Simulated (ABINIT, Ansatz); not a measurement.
## SiSnTeSe2 (P4/mmm): zone-centre phonons

Aim: the zone-centre modes of SiSnTeSe2 (P4/mmm).

Program: ABINIT 10.8.3. Level of theory: DFT LDA, scalar-relativistic, plane waves, HGH norm-conserving pseudopotentials. Results are calculated unless marked as measured.

The structure was built from a prototype and need not be the compound's stable phase.

### Step 1. The starting structure

Symmetry: P4/mmm, No. 123, tetragonal system. The conventional cell has a = 4.745 Å, b = 4.745 Å, c = 5.312 Å, α = 90.00°, β = 90.00°, γ = 90.00°. Nearest to Sn lie 4 Te at 3.36 Å. Nearest to Si lie 4 Se at 2.37 Å and 2 Te at 2.66 Å. Nearest to Se lie 2 Si at 2.37 Å. Te has 2 Si at 2.66 Å and 4 Sn at 3.36 Å nearest. Farther neighbours and most contacts between anions are not listed.

### Step 2. Relaxation

The harmonic expansion needs vanishing forces, and a free crystal bears no stress, so cell and atoms are brought to rest. Stress is more sensitive to the basis than forces are: the last 3 Ha under the cutoff are smoothed with ecutsm, and the cutoff is raised above that of the later runs.

The starting cell comes from a relaxation made beforehand in Ansatz (LDA, PseudoDojo NC).

The input, relax.abi:

```
# relaxation
ionmov 2
optcell 2
dilatmx 1.08
ntime 40
tolmxf 1.0d-05
tolvrs 1.0d-14
prtwf 0
prtden 0
chksymtnons 0

# basis, mesh and filling
ecut 26.0
ecutsm 3.0
ixc 7
ngkpt 6 6 4
nshiftk 1
shiftk 0.0 0.0 0.0
istwfk *1
occopt 6
tsmear 0.01
nband 20
nstep 100
diemac 1000000.0
prtebands 0
prtgsr 0

# cell and atoms
acell 3*1.0 Angstrom
rprim 
    4.744916501 0.0 0.0
    0.0 4.744916501 0.0
    0.0 0.0 5.312302875
ntypat 4
znucl 50 14 34 52
natom 5
typat 1 2 3 3 4
xred 
    0.0 0.0 0.0
    0.5 0.5 0.5
    0.5 0.0 0.5
    0.0 0.5 0.5
    0.5 0.5 0.0
pp_dirpath "./pseudo"
pseudos "Sn.hgh, Si.hgh, Se.hgh, Te.hgh"
```

Started as:

```console
$ OMP_NUM_THREADS=1 mpirun -n 4 abinit relax.abi > relax.log
```

Numbers of over 12 decimals in the logs are rounded to 6 here.

relax.abo, the main output file:

```text
[banners, grids, parts of the stress and lines that vanish by symmetry left out]
- input  file    -> relax.abi
- output file    -> relax.abo
- root for input  files -> relaxi
[...]
Symmetries : space group P4/m m m (#123); Bravais tP (primitive tetrag.)
[...]
mpw =        6470          nfft =      115200          nkpt =          30
[...]
== DATASET  1 ==================================================================
[...]
cutoff_energies: {ecut:  26.0, pawecutdg:  -1.0, }
[...]
Exchange-correlation functional for the present dataset will be:
  LDA: Perdew-Wang 92 LSD fit to Ceperley-Alder data - ixc=7
[...]
ETOT  1  -34.688386603833    -3.469E+01 1.015E-01 4.454E+02
 ETOT  2  -34.751038947790    -6.265E-02 5.771E-03 4.874E+01
 ETOT  3  -34.756746493382    -5.708E-03 1.951E-03 9.246E-01
 ETOT  4  -34.756908174971    -1.617E-04 7.891E-04 8.229E-02
 ETOT  5  -34.756917674814    -9.500E-06 1.543E-03 6.447E-03
[...]
At SCF step   12       vres2   =  8.16E-15 < tolvrs=  1.00E-14 =>converged.
[...]
sigma(1 1)=  6.59523571E-06  sigma(3 2)=  0.00000000E+00
  sigma(2 2)=  6.59523571E-06  sigma(3 1)=  0.00000000E+00
  sigma(3 3)= -9.45758466E-06  sigma(2 1)=  0.00000000E+00
[...]
convergence: {deltae: -2.913E-13, res2:  8.161E-15, residm:  3.904E-05, diffor: null, }
etotal    :  -3.47569183E+01
[...]
ETOT  1  -34.756921693683    -3.476E+01 3.206E-04 6.434E-03
[...]
At SCF step    9       vres2   =  5.86E-15 < tolvrs=  1.00E-14 =>converged.
[...]
sigma(1 1)=  5.86754510E-06  sigma(3 2)=  0.00000000E+00
  sigma(2 2)=  5.86754510E-06  sigma(3 1)=  0.00000000E+00
  sigma(3 3)= -8.92635250E-06  sigma(2 1)=  0.00000000E+00
[...]
convergence: {deltae:  1.776E-13, res2:  5.860E-15, residm:  1.041E-05, diffor: null, }
etotal    :  -3.47569224E+01
[...]
ETOT  1  -34.756859977616    -3.476E+01 2.744E-02 7.213E-01
[...]
At SCF step   11       vres2   =  4.29E-16 < tolvrs=  1.00E-14 =>converged.
[...]
sigma(1 1)= -1.88565377E-06  sigma(3 2)=  0.00000000E+00
  sigma(2 2)= -1.88565377E-06  sigma(3 1)=  0.00000000E+00
  sigma(3 3)= -2.70940316E-06  sigma(2 1)=  0.00000000E+00
[...]
convergence: {deltae: -2.842E-13, res2:  4.294E-16, residm:  1.671E-06, diffor: null, }
etotal    :  -3.47569445E+01
[...]
ETOT  1  -34.756944533886    -3.476E+01 1.137E-06 3.370E-03
[...]
At SCF step    9       vres2   =  6.55E-15 < tolvrs=  1.00E-14 =>converged.
[...]
sigma(1 1)= -1.64356256E-06  sigma(3 2)=  0.00000000E+00
  sigma(2 2)= -1.64356256E-06  sigma(3 1)=  0.00000000E+00
  sigma(3 3)= -2.17115834E-06  sigma(2 1)=  0.00000000E+00
[...]
convergence: {deltae:  2.842E-14, res2:  6.550E-15, residm:  1.873E-06, diffor: null, }
etotal    :  -3.47569449E+01
[...]
ETOT  1  -34.756936996124    -3.476E+01 3.612E-06 8.951E-02
[...]
ETOT  9  -34.756945559276    -4.192E-13 1.790E-06 4.637E-14
 ETOT 10  -34.756945559276     1.421E-14 4.064E-06 4.435E-15
 At SCF step   10       vres2   =  4.44E-15 < tolvrs=  1.00E-14 =>converged.
[...]
sigma(1 1)= -6.25100267E-08  sigma(3 2)=  0.00000000E+00
  sigma(2 2)= -6.25100267E-08  sigma(3 1)=  0.00000000E+00
  sigma(3 3)=  5.81797658E-09  sigma(2 1)=  0.00000000E+00
[...]
convergence: {deltae:  1.421E-14, res2:  4.435E-15, residm:  4.064E-06, diffor: null, }
etotal    :  -3.47569456E+01
[...]
At Broyd/MD step   5, gradients are converged :
[...]
sigma(1 1)= -6.25100267E-08  sigma(3 2)=  0.00000000E+00
  sigma(2 2)= -6.25100267E-08  sigma(3 1)=  0.00000000E+00
  sigma(3 3)=  5.81797658E-09  sigma(2 1)=  0.00000000E+00
[...]
- sigma(1 1)= -1.83910848E-03  sigma(3 2)=  0.00000000E+00
- sigma(2 2)= -1.83910848E-03  sigma(3 1)=  0.00000000E+00
- sigma(3 3)=  1.71170781E-04  sigma(2 1)=  0.00000000E+00
[...]
fcart     -0.0000000000E+00 -0.0000000000E+00 -0.0000000000E+00
           strten     -6.2510026663E-08 -6.2510026661E-08  5.8179765823E-09
================================================================================

[key lines of the parts left out:]
pressure_GPa:   1.1690E-03
Total energy (etotal) [Ha]= -3.47569455592755E+01
```

The job ended after 3 min (4 MPI ranks of Arm Neoverse V1, shared host).

The steps of the relaxation:

| step | energy less that of the first step (eV) | largest force (eV/Å) | volume (Å³) |
| --- | --- | --- | --- |
| 1 | 0.0000 | 0.0000 | 119.60 |
| 2 | -0.0001 | 0.0000 | 119.59 |
| 3 | -0.0007 | 0.0000 | 119.46 |
| 4 | -0.0007 | 0.0000 | 119.49 |
| 5 | -0.0007 | 0.0000 | 119.59 |

| conventional cell, symmetrised | before | after | change |
| --- | --- | --- | --- |
| a (Å) | 4.745 | 4.735 | -0.2 % |
| b (Å) | 4.745 | 4.735 | -0.2 % |
| c (Å) | 5.312 | 5.335 | +0.4 % |
| volume (Å³/atom) | 23.92 | 23.92 | -0.0 % |

Final coordinates:

```xyz
5
Lattice="4.7347 0.0000 0.0000 0.0000 4.7347 0.0000 0.0000 0.0000 5.3347" Properties=species:S:1:pos:R:3 pbc="T T T"
Sn    0.0000    0.0000    0.0000
Si    2.3674    2.3674    2.6673
Se    2.3674    0.0000    2.6673
Se    0.0000    2.3674    2.6673
Te    2.3674    2.3674    0.0000
```

Numbers from this step:

| Property | Result |
| --- | --- |
| volume per atom | 23.92 Å³ |
| pressure | 0.001169 GPa |
| gap on the k-mesh | 0 eV |

### Step 3. Ground state

First-order wavefunctions inherit every error of the ground state, hence the very tight tolvrs. Occupations are smeared.

The input, gs.abi:

```
# ground state
tolvrs 1.0d-16
prtden 1
prtwf 1

# basis, mesh and filling
ecut 20.0
ixc 7
ngkpt 6 6 4
nshiftk 1
shiftk 0.0 0.0 0.0
istwfk *1
occopt 6
tsmear 0.01
nband 20
nstep 100
diemac 1000000.0
prtebands 0
prtgsr 0

# cell and atoms
acell 3*1.0 Angstrom
rprim 
    4.734718545 0.0 0.0
    0.0 4.734718545 0.0
    0.0 0.0 5.334650753
ntypat 4
znucl 50 14 34 52
natom 5
typat 1 2 3 3 4
xred 
    0.0 0.0 0.0
    0.5 0.5 0.5
    0.5 0.0 0.5
    0.0 0.5 0.5
    0.5 0.5 0.0
pp_dirpath "./pseudo"
pseudos "Sn.hgh, Si.hgh, Se.hgh, Te.hgh"
```

Started as:

```console
$ OMP_NUM_THREADS=1 mpirun -n 4 abinit gs.abi > gs.log
```

gs.abo, the main output file:

```text
[banners, grids, parts of the stress and lines that vanish by symmetry left out]
- input  file    -> gs.abi
- output file    -> gs.abo
- root for input  files -> gsi
[...]
Symmetries : space group P4/m m m (#123); Bravais tP (primitive tetrag.)
[...]
mpw =        3488          nfft =       72000          nkpt =          30
[...]
== DATASET  1 ==================================================================
[...]
cutoff_energies: {ecut:  20.0, pawecutdg:  -1.0, }
[...]
Exchange-correlation functional for the present dataset will be:
  LDA: Perdew-Wang 92 LSD fit to Ceperley-Alder data - ixc=7
[...]
ETOT  1  -34.688512917067    -3.469E+01 4.913E-02 2.756E+02
 ETOT  2  -34.747276673606    -5.876E-02 1.020E-02 2.743E+01
 ETOT  3  -34.752283302945    -5.007E-03 2.098E-03 4.595E-01
 ETOT  4  -34.752411950573    -1.286E-04 9.026E-04 4.923E-02
 ETOT  5  -34.752421047641    -9.097E-06 1.545E-03 4.433E-03
[...]
ETOT 13  -34.752421786933     8.242E-13 3.892E-05 6.614E-16
 ETOT 14  -34.752421786933    -2.061E-13 9.983E-05 2.257E-18
 At SCF step   14       vres2   =  2.26E-18 < tolvrs=  1.00E-16 =>converged.
[...]
sigma(1 1)=  2.47129942E-05  sigma(3 2)=  0.00000000E+00
  sigma(2 2)=  2.47129942E-05  sigma(3 1)=  0.00000000E+00
  sigma(3 3)=  2.65183261E-05  sigma(2 1)=  0.00000000E+00
[...]
convergence: {deltae: -2.061E-13, res2:  2.257E-18, residm:  9.983E-05, diffor: null, }
etotal    :  -3.47524218E+01
[...]
sigma(1 1)=  2.47129942E-05  sigma(3 2)=  0.00000000E+00
  sigma(2 2)=  2.47129942E-05  sigma(3 1)=  0.00000000E+00
  sigma(3 3)=  2.65183261E-05  sigma(2 1)=  0.00000000E+00
[...]
- sigma(1 1)=  7.27081392E-01  sigma(3 2)=  0.00000000E+00
- sigma(2 2)=  7.27081392E-01  sigma(3 1)=  0.00000000E+00
- sigma(3 3)=  7.80196090E-01  sigma(2 1)=  0.00000000E+00
[...]
fcart     -0.0000000000E+00 -0.0000000000E+00 -0.0000000000E+00
           strten      2.4712994223E-05  2.4712994223E-05  2.6518326086E-05
================================================================================

[key lines of the parts left out:]
pressure_GPa:  -7.4479E-01
```

Elapsed: 30 s, on 4 MPI ranks; 2 min of CPU time.

Read from the output:

* pressure: -0.7448 GPa

The cell stands at -0.74 GPa: the relaxation ran with a smoothed and higher cutoff, and the difference is a stress of the finite basis.

### Step 4. Zone-centre response

At q = 0 one unit cell holds all displacements. The response is solved for single atoms along the cell's directions, and symmetry skips those that follow from others. The crystal is treated as a metal, which screens a static field, so no field response is asked.

The input, dfpt_gamma.abi:

```

# common to the responses
getwfk_filepath "gso_WFK"
kptopt 2
nqpt 1
qpt 0.0 0.0 0.0
asr 0
chneut 0

# displacements
rfphon 1
rfatpol 1 5
rfdir 1 1 1
tolvrs 1.0d-10
prtwf 0

# basis, mesh and filling
ecut 20.0
ixc 7
ngkpt 6 6 4
nshiftk 1
shiftk 0.0 0.0 0.0
istwfk *1
occopt 6
tsmear 0.01
nband 20
nstep 100
diemac 1000000.0
prtebands 0
prtgsr 0

# cell and atoms
acell 3*1.0 Angstrom
rprim 
    4.734718545 0.0 0.0
    0.0 4.734718545 0.0
    0.0 0.0 5.334650753
ntypat 4
znucl 50 14 34 52
natom 5
typat 1 2 3 3 4
xred 
    0.0 0.0 0.0
    0.5 0.5 0.5
    0.5 0.0 0.5
    0.0 0.5 0.5
    0.5 0.5 0.0
pp_dirpath "./pseudo"
pseudos "Sn.hgh, Si.hgh, Se.hgh, Te.hgh"
```

Started as:

```console
$ OMP_NUM_THREADS=1 mpirun -n 4 abinit dfpt_gamma.abi > dfpt_gamma.log
```

dfpt_gamma.abo, the main output file:

```text
[banners, grids, parts of the stress and lines that vanish by symmetry left out]
- input  file    -> dfpt_gamma.abi
- output file    -> dfpt_gamma.abo
- root for input  files -> dfpt_gammai
[...]
Symmetries : space group P4/m m m (#123); Bravais tP (primitive tetrag.)
[...]
nfft =       72000          nkpt =          76
[...]
== DATASET  1 ==================================================================
[...]
cutoff_energies: {ecut:  20.0, pawecutdg:  -1.0, }
[...]
Exchange-correlation functional for the present dataset will be:
  LDA: Perdew-Wang 92 LSD fit to Ceperley-Alder data - ixc=7
[...]
Perturbation : displacement of atom   1   along direction   1
[...]
-ETOT  1   27.170221696241     -6.425E+01 1.036E+00 8.643E+04
 ETOT  2  -1.251661     -2.842E+01 6.084E-02 6.904E+02
 ETOT  3  -1.534064     -2.824E-01 2.174E-02 9.672E+01
 ETOT  4  -1.563196     -2.913E-02 5.593E-03 9.301E-01
 ETOT  5  -1.563482     -2.862E-04 3.192E-03 1.331E-02
[...]
At SCF step   11       vres2   =  2.50E-11 < tolvrs=  1.00E-10 =>converged.
[...]
Perturbation : displacement of atom   1   along direction   3
[...]
-ETOT  1   69.077045229054     -4.918E+01 3.458E+00 2.591E+05
[...]
At SCF step   10       vres2   =  5.98E-11 < tolvrs=  1.00E-10 =>converged.
[...]
Perturbation : displacement of atom   2   along direction   1
[...]
-ETOT  1   108.34782903314     -2.510E+01 1.435E+00 2.625E+05
[...]
At SCF step   12       vres2   =  4.99E-13 < tolvrs=  1.00E-10 =>converged.
[...]
Perturbation : displacement of atom   2   along direction   3
[...]
-ETOT  1   184.40622161619      1.935E+01 1.118E+00 5.889E+05
[...]
At SCF step   11       vres2   =  4.32E-11 < tolvrs=  1.00E-10 =>converged.
[...]
Perturbation : displacement of atom   3   along direction   1
[...]
-ETOT  1   239.29869742845     -2.239E+02 2.617E+00 6.181E+05
[...]
Perturbation : displacement of atom   3   along direction   2
[...]
-ETOT  1   345.95009353640     -1.333E+02 4.840E+00 8.287E+05
[...]
Perturbation : displacement of atom   3   along direction   3
[...]
-ETOT  1   430.99842596477     -1.732E+02 5.861E+00 1.407E+06
[...]
Perturbation : displacement of atom   5   along direction   1
[...]
-ETOT  1   127.55773719573     -1.651E+02 3.255E+00 3.624E+05
[...]
At SCF step   11       vres2   =  6.58E-12 < tolvrs=  1.00E-10 =>converged.
[...]
Perturbation : displacement of atom   5   along direction   3
[...]
-ETOT  1   367.79767967150     -2.147E+01 1.773E+00 1.186E+06
[...]
ETOT 10   7.420380     -5.446E-11 3.779E-05 4.105E-10
 ETOT 11   7.420380      1.489E-11 9.355E-06 1.455E-11
 At SCF step   11       vres2   =  1.45E-11 < tolvrs=  1.00E-10 =>converged.
[...]
Phonon wavevector (reduced coordinates) :  0.00000  0.00000  0.00000
 Phonon energies in Hartree :
[...]
Phonon frequencies in cm-1    :
- -1.397788E+02 -1.033752E+02 -1.033752E+02 -6.466903E+01 -5.506962E+01
- -5.506962E+01 -4.643999E+01 -2.437350E+00  2.617735E+00  2.617736E+00
-  2.244204E+01  2.244204E+01  1.722456E+02  2.675647E+02  2.675647E+02
[...]
fcart      0.0000000000E+00  0.0000000000E+00  0.0000000000E+00
           strten      0.0000000000E+00  0.0000000000E+00  0.0000000000E+00
================================================================================
```

Elapsed: 5 min, on 4 MPI ranks; 20 min of CPU time.

This step gave:

| Quantity | Value |
| --- | --- |
| largest acoustic frequency at the zone centre before the sum rule | 2.62 cm⁻¹ |
| highest optical zone-centre mode (no LO-TO term) | 267.6 cm⁻¹ |
| lowest optical zone-centre mode | -139.8 cm⁻¹ |

The acoustic modes at Γ come out as far as 2.6 cm⁻¹ from zero, where they should vanish, a small numerical error. The lowest optical mode is imaginary, 140i cm⁻¹, an instability at this level and on this k mesh.

(Continued in part 2 of 3.)

[Host names and launcher messages were left out of these logs when they were recorded.]

[Logs are printed without paths, hosts, clocks, repeated set-up lines and the standing remarks that a program may print on its own settings, such as how far it seeks lower states.]

[Hosts, paths, dates, database ids (printed as entryN), source tags and the programs' standing remarks are cut or masked in the printed files.]
